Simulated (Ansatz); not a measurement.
## Se on Ru(0001): change of the work function

Aim: the work function of Ru(0001) at several coverages of Se (fcc site), and the dipole that each adsorbate carries.

Main program and level: Ansatz 0.2.0; plane-wave DFT, PBE, Ansatz PAW.

### 1. Set-up

The cell holds 4 atoms: 4 Ru. Cell: a = 2.700 Å, b = 2.700 Å, c = 24.415 Å, α = 90.0°, β = 90.0°, γ = 60.0°. Vacuum lies along c.

### 2. The clean slab

The bare slab comes first, as the zero from which every change is counted. The two lowest layers are held at bulk places and the upper ones relax. The dipole correction removes the false field that a one-sided slab makes across the periodic vacuum, so each face gets a flat vacuum level of its own.

input.yaml reads:

```yaml
crystal:
  lattice:
    - [2.7, 0.0, 0.0]
    - [1.35, 2.3382685902, 0.0]
    - [0.0, 0.0, 24.4152]
  atoms:
    - { symbol: Ru, position: [0.6666666667, 0.6666666667, 0.3686228251] }
    - { symbol: Ru, position: [0.0, 0.0, 0.4562076084] }
    - { symbol: Ru, position: [0.6666666667, 0.6666666667, 0.5437923916] }
    - { symbol: Ru, position: [0.0, 0.0, 0.6313771749] }
kpoints:
  mp_grid: { grid: [12, 12, 1] }
hamiltonian:
  xc: pbe
scf:
  occupations: { method: fermi_dirac, width: 0.1 }
  convergence: { dr2_threshold: 1.0e-08 }
efield:
  axis: 3
  dipole_correction: true
  ramp_position: 0.97
  ramp_width: 0.06
relax:
  f_tol: 0.02
  max_steps: 60
  constraints: [{ sites: [0, 1] }]
output:
  write_potential: true
  write_density: true
  volumetric_format: npy
```

Run with:

```
$ ansatz run input.yaml --threads 4 --pin off --max-ram 16384MiB --backend cpu --events-out ev --progress --plain --runs-dir out
```

Numbers of over 12 decimals in the logs are rounded to 6 here.

The program printed:

```text
Engine: ansatz 0.2.0, aarch64-unknown-linux-gnu
Pseudopotentials: kind: paw
Pseudopotential: Ru, paw, valence charge 16, recommended cutoff 420 eV (normal), Ru.paw.azcp
Functional definition: PBE
  parameter kappa = 0.804
  parameter beta = 0.066725
  exchange = pbe_x(kappa = kappa, mu = beta*pi^2/3)
  correlation = pbe_c(beta = beta)
Crystal: 4 atoms, lattice volume = 154.141 Å³
Basis set: ecut = 420 eV, 3063 PW (Γ), exchange–correlation on 40×40×360 points (8 copies of the dense FFT grid, shifted against one another)
Bands: 39, of which v1, the nominal top of the filled ones, is band 32 counted from 1 (31 counted from 0)
Symmetry: 6 space group operations
k-points: 19 of 144 (time reversal used)
Non-local potential: Ru, projectors of the file, l = 0: 3, l = 1: 2, l = 2: 2, l = 3: 1
PAW form: soft (Blöchl's): semilocal exchange-correlation on the pseudo side does not see the compensation charge
PAW one-centre angular grid: Ru, 590 points (default); XC on 64 Gauss nodes
Initial density: superposition of atomic densities (neutral atoms: chi_scale 0, normalization atom), corrected by the library's trained network
Initial wavefunctions: pseudopotential atomic-orbital guess
Functional: x = pbe(κ = 0.804, μ = 0.219515), c = pbe(β = 0.066725)
SCF iter   1: F=—  HF=-23512.726011 eV  |F-HF|=—  |Δ(HF+E_count)|=         —  Δρ=8.02e-3  dr2=4.20e-1  ethr=1.77e-3  p=0.000 e·Å  D=2.55e-14 V/Å  ΔV_dip=-0.00 eV  dr2_dipole=4.18e-8  V_vac-E_F(+/−)=4.75/4.75 eV  ⟨swp⟩=7.4  Hψ=3258  notcnv=0
efield: sawtooth ramp at fractional position 0.9700 (set: `efield.ramp_position`, or a place that a band, a saddle search or an elastic batch's reference lends), width 0.0600; the density the first Hamiltonian is built on has a dipole p = 0.000 e·Å; the dipole correction subtracts the counter field D = 2.55e-14 V/Å, which shifts the + side's vacuum level by -0.00 eV against the − side's; the planar-averaged density in the ramp window peaks in size at 5.1e-6 e/Å³
preconditioner: auto → LDOS  [metal: Δε(μ)=0.040 eV  Ē_g=4.722 eV  σ=0.100 eV  W_gap=0.10  n_scr=18 (ndim 8)  ℏωp=16.9 eV  f_vac=0.584  D(μ)=4.50/eV (n_scr^D=16)  β→1.0]
SCF iter   2: F=—  HF=-23512.720745 eV  |F-HF|=—  |Δ(HF+E_count)|=   5.27e-3  Δρ=3.31e-3  dr2=3.80e-2  ethr=6.57e-4  p=-0.000 e·Å  D=-1.91e-5 V/Å  ΔV_dip=0.00 eV  dr2_dipole=4.73e-7  V_vac-E_F(+/−)=5.00/5.00 eV  ⟨swp⟩=1.5  Hψ=919  notcnv=0
SCF iter   3: F=—  HF=-23512.717886 eV  |F-HF|=—  |Δ(HF+E_count)|=   2.86e-3  Δρ=6.79e-4  dr2=8.55e-4  ethr=5.94e-5  p=-0.000 e·Å  D=-7.45e-6 V/Å  ΔV_dip=0.00 eV  dr2_dipole=3.12e-7  V_vac-E_F(+/−)=5.05/5.05 eV  ⟨swp⟩=2.0  Hψ=932  notcnv=0
SCF iter   4: F=—  HF=-23512.717814 eV  |F-HF|=—  |Δ(HF+E_count)|=   7.16e-5  Δρ=1.58e-4  dr2=1.09e-4  ethr=1.34e-6  p=-0.000 e·Å  D=-6.72e-6 V/Å  ΔV_dip=0.00 eV  dr2_dipole=3.71e-8  V_vac-E_F(+/−)=5.07/5.07 eV  ⟨swp⟩=2.1  Hψ=1171  notcnv=0
SCF iter   5: F=—  HF=-23512.717807 eV  |F-HF|=—  |Δ(HF+E_count)|=   7.22e-6  Δρ=5.25e-5  dr2=8.28e-6  ethr=1.71e-7  p=0.000 e·Å  D=1.09e-6 V/Å  ΔV_dip=-0.00 eV  dr2_dipole=6.52e-10  V_vac-E_F(+/−)=5.08/5.08 eV  ⟨swp⟩=2.2  Hψ=1114  notcnv=0
SCF iter   6: F=—  HF=-23512.717808 eV  |F-HF|=—  |Δ(HF+E_count)|=   7.84e-7  Δρ=2.85e-5  dr2=1.76e-6  ethr=1.29e-8  p=-0.000 e·Å  D=-2.98e-6 V/Å  ΔV_dip=0.00 eV  dr2_dipole=1.16e-11  V_vac-E_F(+/−)=5.09/5.09 eV  ⟨swp⟩=3.0  Hψ=1433  notcnv=0
SCF iter   7: F=—  HF=-23512.717807 eV  |F-HF|=—  |Δ(HF+E_count)|=   1.27e-7  Δρ=8.99e-6  dr2=2.28e-7  ethr=2.75e-9  p=0.000 e·Å  D=5.84e-8 V/Å  ΔV_dip=-0.00 eV  dr2_dipole=4.45e-11  V_vac-E_F(+/−)=5.09/5.09 eV  ⟨swp⟩=2.5  Hψ=1217  notcnv=0
SCF iter   8: F=—  HF=-23512.717808 eV  |F-HF|=—  |Δ(HF+E_count)|=   1.93e-7  Δρ=3.54e-6  dr2=2.81e-8  ethr=3.56e-10  p=-0.000 e·Å  D=-1.02e-7 V/Å  ΔV_dip=0.00 eV  dr2_dipole=1.70e-14  V_vac-E_F(+/−)=5.09/5.09 eV  ⟨swp⟩=2.8  Hψ=1346  notcnv=0
SCF iter   9: F=-23512.717808 eV  HF=-23512.717808 eV  |F-HF|=1.65e-9  |Δ(HF+E_count)|=   2.22e-8  Δρ=1.12e-6  dr2=1.93e-9  ethr=1.56e-11  p=-0.000 e·Å  D=-1.49e-7 V/Å  ΔV_dip=0.00 eV  dr2_dipole=2.06e-13  V_vac-E_F(+/−)=5.09/5.09 eV  ⟨swp⟩=10.6  Hψ=5507  notcnv=0
SCF 1 converged in 9 iterations: F = -23512.717808 eV  dr2 = 1.93e-9
  greatest PAW one-centre occupation: 0.998 electrons in one spin orbital (limit 2), on the Ru atom at site 3 (counted from 0), in its partial waves of l = 0
relax step   1: F+E_penalty+E_count = -23512.71780769 eV  Δ(F+E_penalty+E_count) = +0.000e0 eV  max|allowed force component| = 5.365e-1 eV/Å  Δτ_max = 0.0000 Å  (9 SCF iters, accepted)
Initial density: handed on by an earlier stage of this run
Initial wavefunctions: those handed on with the density
iter 1 solved again at ethr=2.79e-4 eV; its pass at ethr=3.10e-3 eV (dr2=1.79e-1 eV) is discarded
SCF iter   1: F=—  HF=-23512.732681 eV  |F-HF|=—  |Δ(HF+E_count)|=         —  Δρ=4.18e-3  dr2=1.61e-1  ethr=2.79e-4  p=-0.000 e·Å  D=-3.92e-8 V/Å  ΔV_dip=0.00 eV  dr2_dipole=5.05e-2  V_vac-E_F(+/−)=5.08/5.08 eV  ⟨swp⟩=1.4  Hψ=2246  notcnv=0
efield: sawtooth ramp at fractional position 0.9700 (set: `efield.ramp_position`, or a place that a band, a saddle search or an elastic batch's reference lends), width 0.0600; the density the first Hamiltonian is built on has a dipole p = -0.000 e·Å; the dipole correction subtracts the counter field D = -3.92e-8 V/Å, which shifts the + side's vacuum level by +0.00 eV against the − side's; the planar-averaged density in the ramp window peaks in size at 1.2e-6 e/Å³
preconditioner: auto → LDOS  [metal: Δε(μ)=0.011 eV  Ē_g=4.777 eV  σ=0.100 eV  W_gap=0.03  n_scr=18 (ndim 8)  ℏωp=16.9 eV  f_vac=0.589  D(μ)=4.80/eV (n_scr^D=18)  β→1.0]
SCF iter   2: F=—  HF=-23512.729634 eV  |F-HF|=—  |Δ(HF+E_count)|=   3.05e-3  Δρ=1.47e-3  dr2=8.73e-3  ethr=2.51e-4  p=0.001 e·Å  D=1.54e-3 V/Å  ΔV_dip=-0.04 eV  dr2_dipole=1.08e-3  V_vac-E_F(+/−)=5.04/5.07 eV  ⟨swp⟩=1.8  Hψ=865  notcnv=0
SCF iter   3: F=—  HF=-23512.729688 eV  |F-HF|=—  |Δ(HF+E_count)|=   5.40e-5  Δρ=1.46e-3  dr2=8.06e-3  ethr=1.36e-5  p=0.002 e·Å  D=1.78e-3 V/Å  ΔV_dip=-0.04 eV  dr2_dipole=1.74e-4  V_vac-E_F(+/−)=5.04/5.08 eV  ⟨swp⟩=2.9  Hψ=1565  notcnv=0
SCF iter   4: F=—  HF=-23512.727755 eV  |F-HF|=—  |Δ(HF+E_count)|=   1.93e-3  Δρ=1.69e-4  dr2=7.46e-5  ethr=1.26e-5  p=0.001 e·Å  D=1.75e-3 V/Å  ΔV_dip=-0.04 eV  dr2_dipole=2.30e-6  V_vac-E_F(+/−)=5.03/5.07 eV  ⟨swp⟩=2.4  Hψ=1137  notcnv=0
SCF iter   5: F=—  HF=-23512.727757 eV  |F-HF|=—  |Δ(HF+E_count)|=   2.03e-6  Δρ=6.38e-5  dr2=1.06e-5  ethr=1.17e-7  p=0.001 e·Å  D=1.73e-3 V/Å  ΔV_dip=-0.04 eV  dr2_dipole=2.00e-7  V_vac-E_F(+/−)=5.03/5.07 eV  ⟨swp⟩=3.2  Hψ=1576  notcnv=0
SCF iter   6: F=—  HF=-23512.727763 eV  |F-HF|=—  |Δ(HF+E_count)|=   5.90e-6  Δρ=2.64e-5  dr2=1.28e-6  ethr=1.66e-8  p=0.001 e·Å  D=1.75e-3 V/Å  ΔV_dip=-0.04 eV  dr2_dipole=6.23e-9  V_vac-E_F(+/−)=5.03/5.07 eV  ⟨swp⟩=2.3  Hψ=1096  notcnv=0
SCF iter   7: F=—  HF=-23512.727764 eV  |F-HF|=—  |Δ(HF+E_count)|=   6.93e-7  Δρ=6.73e-6  dr2=1.28e-7  ethr=2.01e-9  p=0.002 e·Å  D=1.77e-3 V/Å  ΔV_dip=-0.04 eV  dr2_dipole=1.80e-8  V_vac-E_F(+/−)=5.03/5.07 eV  ⟨swp⟩=3.2  Hψ=1481  notcnv=0
SCF iter   8: F=—  HF=-23512.727764 eV  |F-HF|=—  |Δ(HF+E_count)|=   1.54e-7  Δρ=2.57e-6  dr2=1.73e-8  ethr=2.01e-10  p=0.002 e·Å  D=1.76e-3 V/Å  ΔV_dip=-0.04 eV  dr2_dipole=5.74e-11  V_vac-E_F(+/−)=5.03/5.07 eV  ⟨swp⟩=2.6  Hψ=1265  notcnv=0
SCF iter   9: F=-23512.727764 eV  HF=-23512.727764 eV  |F-HF|=1.10e-8  |Δ(HF+E_count)|=   8.54e-8  Δρ=8.42e-7  dr2=1.45e-9  ethr=1.56e-11  p=0.002 e·Å  D=1.77e-3 V/Å  ΔV_dip=-0.04 eV  dr2_dipole=8.76e-11  V_vac-E_F(+/−)=5.03/5.07 eV  ⟨swp⟩=10.9  Hψ=5451  notcnv=0
SCF 2 converged in 9 iterations: F = -23512.727764 eV  dr2 = 1.45e-9
relax step   2: F+E_penalty+E_count = -23512.72776402 eV  Δ(F+E_penalty+E_count) = -9.956e-3 eV  max|allowed force component| = 2.640e-1 eV/Å  Δτ_max = 0.0631 Å  (9 SCF iters, accepted)
SCF iter   1: F=—  HF=-23512.732127 eV  |F-HF|=—  |Δ(HF+E_count)|=         —  Δρ=2.15e-3  dr2=4.13e-2  ethr=5.39e-4  p=0.002 e·Å  D=1.77e-3 V/Å  ΔV_dip=-0.04 eV  dr2_dipole=1.13e-2  V_vac-E_F(+/−)=5.03/5.08 eV  ⟨swp⟩=2.5  Hψ=1222  notcnv=0
efield: sawtooth ramp at fractional position 0.9700 (set: `efield.ramp_position`, or a place that a band, a saddle search or an elastic batch's reference lends), width 0.0600; the density the first Hamiltonian is built on has a dipole p = 0.002 e·Å; the dipole correction subtracts the counter field D = 1.77e-3 V/Å, which shifts the + side's vacuum level by -0.04 eV against the − side's; the planar-averaged density in the ramp window peaks in size at 1.5e-6 e/Å³
preconditioner: auto → LDOS  [metal: Δε(μ)=0.014 eV  Ē_g=4.748 eV  σ=0.100 eV  W_gap=0.03  n_scr=18 (ndim 8)  ℏωp=16.9 eV  f_vac=0.586  D(μ)=4.73/eV (n_scr^D=18)  β→1.0]
SCF iter   2: F=—  HF=-23512.731430 eV  |F-HF|=—  |Δ(HF+E_count)|=   6.97e-4  Δρ=7.28e-4  dr2=2.45e-3  ethr=6.45e-5  p=0.001 e·Å  D=1.56e-3 V/Å  ΔV_dip=-0.04 eV  dr2_dipole=5.81e-4  V_vac-E_F(+/−)=5.04/5.08 eV  ⟨swp⟩=1.3  Hψ=911  notcnv=0
SCF iter   3: F=—  HF=-23512.731343 eV  |F-HF|=—  |Δ(HF+E_count)|=   8.72e-5  Δρ=6.75e-4  dr2=1.60e-3  ethr=3.83e-6  p=0.001 e·Å  D=1.09e-3 V/Å  ΔV_dip=-0.03 eV  dr2_dipole=1.21e-4  V_vac-E_F(+/−)=5.05/5.07 eV  ⟨swp⟩=3.1  Hψ=1548  notcnv=0
SCF iter   4: F=—  HF=-23512.731020 eV  |F-HF|=—  |Δ(HF+E_count)|=   3.23e-4  Δρ=9.48e-5  dr2=2.67e-5  ethr=2.50e-6  p=0.001 e·Å  D=1.20e-3 V/Å  ΔV_dip=-0.03 eV  dr2_dipole=7.96e-8  V_vac-E_F(+/−)=5.05/5.07 eV  ⟨swp⟩=2.0  Hψ=1076  notcnv=0
SCF iter   5: F=—  HF=-23512.731020 eV  |F-HF|=—  |Δ(HF+E_count)|=   6.03e-7  Δρ=2.91e-5  dr2=1.95e-6  ethr=4.17e-8  p=0.001 e·Å  D=1.21e-3 V/Å  ΔV_dip=-0.03 eV  dr2_dipole=2.55e-7  V_vac-E_F(+/−)=5.04/5.07 eV  ⟨swp⟩=3.1  Hψ=1467  notcnv=0
SCF iter   6: F=—  HF=-23512.731025 eV  |F-HF|=—  |Δ(HF+E_count)|=   4.88e-6  Δρ=1.06e-5  dr2=2.20e-7  ethr=3.05e-9  p=0.001 e·Å  D=1.21e-3 V/Å  ΔV_dip=-0.03 eV  dr2_dipole=2.08e-9  V_vac-E_F(+/−)=5.05/5.07 eV  ⟨swp⟩=2.2  Hψ=1072  notcnv=0
SCF iter   7: F=—  HF=-23512.731026 eV  |F-HF|=—  |Δ(HF+E_count)|=   3.04e-7  Δρ=3.59e-6  dr2=4.54e-8  ethr=3.44e-10  p=0.001 e·Å  D=1.20e-3 V/Å  ΔV_dip=-0.03 eV  dr2_dipole=5.43e-9  V_vac-E_F(+/−)=5.05/5.07 eV  ⟨swp⟩=2.9  Hψ=1360  notcnv=0
SCF iter   8: F=-23512.731026 eV  HF=-23512.731026 eV  |F-HF|=2.10e-8  |Δ(HF+E_count)|=   4.07e-8  Δρ=1.12e-6  dr2=4.97e-9  ethr=1.56e-11  p=0.001 e·Å  D=1.20e-3 V/Å  ΔV_dip=-0.03 eV  dr2_dipole=1.47e-10  V_vac-E_F(+/−)=5.05/5.08 eV  ⟨swp⟩=10.9  Hψ=5658  notcnv=0
SCF 3 converged in 8 iterations: F = -23512.731026 eV  dr2 = 4.97e-9
relax step   3: F+E_penalty+E_count = -23512.73102571 eV  Δ(F+E_penalty+E_count) = -3.262e-3 eV  max|allowed force component| = 1.726e-2 eV/Å  Δτ_max = 0.0292 Å  (8 SCF iters, accepted)
NSCF: frozen V_eff on 19 k-points
the band table was solved once a step of the walk had ended and its energy, with any forces and stress, was formed, with the checks that follow a solve (3207 applications of the Hamiltonian). They found nothing against the state; the energy, forces and stress were not computed again (output.eigenvalues in the input reference)
WARN: The input density's exchange-correlation potential varies sharply where the density is thin. Do not read a vacuum level from v_tot or v_xc, or from such a field of the output density. On a cell that repeats whose density bears no net charge and no dipole along the vacuum's axis use v_es (v_loc + v_h of the components); under efield.dipole_correction with no amplitude use v_es + v_field, which holds any external [...]
SCF converged after 8 iterations
Free energy (F): -23512.731026 eV
Harris-Foulkes:  -23512.731026 eV  (|F-HF|=2.10e-8)
Internal energy: -23512.573717 eV  (E = F + TS)
E sigma→0 (E₀):  -23512.652371 eV
Entropy (-TS):   -0.157309 eV (-39.327 meV/atom)
Fermi energy:    5.070094 eV
Dipole field:    D = 0.001218 V/Å  (p = 0.001038 e·Å, saw-weighted, corrected)
Work function:   Φ+ = 5.0457 eV   Φ− = 5.0754 eV
Levels:          The Fermi level and band energies are counted from a zero that moves with the ramp; work functions are not
--- Per-component energies (eV) ---
  E_band       = -1382.396250
  E_kinetic    = 2053.424202
  E_local      = -108450.119539  (includes V_loc(G=0)·N_el)
  E_nonlocal   = 1374.134429
  E_hartree    = 52740.331170
  E_xc         = -759.224491
  E_vxc        = -952.769082  (∫ρ·V_xc dr)
  E_paw        = -13843.557206  (= ΣΔE_a)
  E_vpaw       = -887.740778  (= ΣTr[D̂ρ^β])
  E_aug_tail   = -0.000773  (compensation charges beyond the density's cutoff)
  E_efield     = 0.000001  (sawtooth field / dipole correction)
  E_vefield    = 0.000284  (∫n·V_field dr)
  E_ewald      = 43372.438490
  E_smearing   = -0.157309  (= −TS)
  E_closure    = -0.000000  (closes the sum)
  Σ components = -23512.731026   (vs F -23512.731026, Δ=0.00e0)
--- Forces (eV/Å), atoms counted from 1 ---
  atom   1  Ru     0.00000000    -0.00000000     0.47191100
  atom   2  Ru    -0.00000000     0.00000000    -0.45864794
  atom   3  Ru    -0.00000000    -0.00000000    -0.01725956
  atom   4  Ru    -0.00000000    -0.00000000     0.00398370
  max |Σ_I F_I| component: 1.28e-5 eV/Å
--- Band table (eV; the first three rows and the last of 19) ---
  k-point 0: bands = [... 28 lower, 3.1032, 3.1032, 3.3035, 4.2564, 4.2564, 5.1708, 5.2356, 5.2356, ... 3 higher]
  k-point 1: bands = [... 28 lower, 3.1352, 3.2707, 3.3655, 4.0857, 4.2001, 4.6895, 4.9614, 5.1771, ... 3 higher]
  k-point 2: bands = [... 28 lower, 3.2004, 3.4733, 3.6256, 3.7607, 4.0789, 4.3168, 4.8058, 5.0858, ... 3 higher]
  k-point 18: bands = [... 28 lower, 3.0217, 3.8651, 4.4540, 5.7029, 5.7380, 5.7613, 6.1990, 6.2368, ... 3 higher]
--- Relaxed structure (3 steps of the walk, 3 accepted, 0 SCFs on fresh bases) ---
  F+E_penalty+E_count = -23512.73102571 eV   max|allowed force component| = 1.726e-2 eV/Å
  atoms:
    - { symbol: Ru, position: [0.666667, 0.666667, 0.3686228251] }
    - { symbol: Ru, position: [0.0, 0.0, 0.456208] }
    - { symbol: Ru, position: [0.666667, 0.666667, 0.544587] }
    - { symbol: Ru, position: [-1.39364845673726e-18, 0, 0.629989] }
```

The job ended after 10 s (4 threads of Arm Neoverse V1, shared host; peak memory 0.46 GiB; 37 s of CPU time).

Relaxation path:

| step | energy less that of the first step (eV) | largest force component (eV/Å) |
| --- | --- | --- |
| 1 | 0.0000 | 0.5365 |
| 2 | -0.0100 | 0.2640 |
| 3 | -0.0132 | 0.0173 |

Forces are held to the 6 operations that the run works with; a distortion that breaks them can't arise in this run.

The atoms that moved most (Å):

| atom | dx | dy | dz | length |
| --- | --- | --- | --- | --- |
| Ru4 | 0.000 | 0.000 | -0.034 | 0.034 |
| Ru3 | 0.000 | 0.000 | 0.019 | 0.019 |

The relaxed structure:

```xyz
4
Lattice="2.7000 0.0000 0.0000 1.3500 2.3383 0.0000 0.0000 0.0000 24.4152" Properties=species:S:1:pos:R:3
Ru    2.7000    1.5588    9.0000
Ru    0.0000    0.0000   11.1384
Ru    2.7000    1.5588   13.2962
Ru    0.0000    0.0000   15.3813
```

This step gave:

| Quantity | Value |
| --- | --- |
| energy at zero smearing | -23512.6524 eV |
| work function, upper face | 5.046 eV |
| work function, lower face | 5.075 eV |
| dipole along the normal | 0.001038 e·Å |
| step between the vacuum levels | -0.02975 eV |

Running mean over 2.138 Å of the planar mean; the ramp of the sawtooth is left out. Electron's electrostatic potential energy less the Fermi level against z:

z (Å), electron's electrostatic potential energy less the Fermi level (eV) and a bar from the least value:
```
      3.0        5.1 ##############################
      3.5        5.1 ##############################
      4.0        5.1 ##############################
      4.5        5.1 ##############################
      5.0        5.1 ##############################
      5.5        5.0 ##############################
      6.0        5.0 ##############################
      6.5        4.8 ##############################
      7.0        3.9 ############################
      7.5        0.7 ########################
      8.0       -6.3 #############
      8.5      -12.3 #####
      9.0      -14.2 ##
      9.5      -14.5 #
     10.0      -14.6 #
     10.5      -14.7 #
     11.0      -14.8 #
     11.5      -14.8 #
     12.0      -14.6 #
     12.5      -14.7 #
     13.0      -14.9 #
     13.5      -15.0 #
     14.0      -15.4 
     14.5      -15.4 
     15.0      -14.8 #
     15.5      -14.1 ##
     16.0      -11.4 ######
     16.5       -4.5 ################
     17.0        1.8 #########################
     17.5        4.2 #############################
     18.0        4.8 ##############################
     18.5        5.0 ##############################
     19.0        5.0 ##############################
     19.5        5.0 ##############################
     20.0        5.0 ##############################
     20.5        5.0 ##############################
     21.0        5.0 ##############################
```

The relaxation took 3 steps and lowered the energy by 0.013 eV; the largest force on the free atoms ends at 0.017 eV/Å.

The work function of the upper face is 5.05 eV.

(Continued in part 2 of 4.)

[Logs are printed without paths, hosts, clocks, repeated set-up lines and the standing remarks that a program may print on its own settings, such as how far it seeks lower states.]

[Hosts, paths, dates, database ids (printed as entryN), source tags and the programs' standing remarks are cut or masked in the printed files.]

[Maps of the electrostatic potential energy from Ansatz leave out the sawtooth potential of an applied field or a dipole correction, so their vacuum need not be flat; planar profiles and work functions include it.]
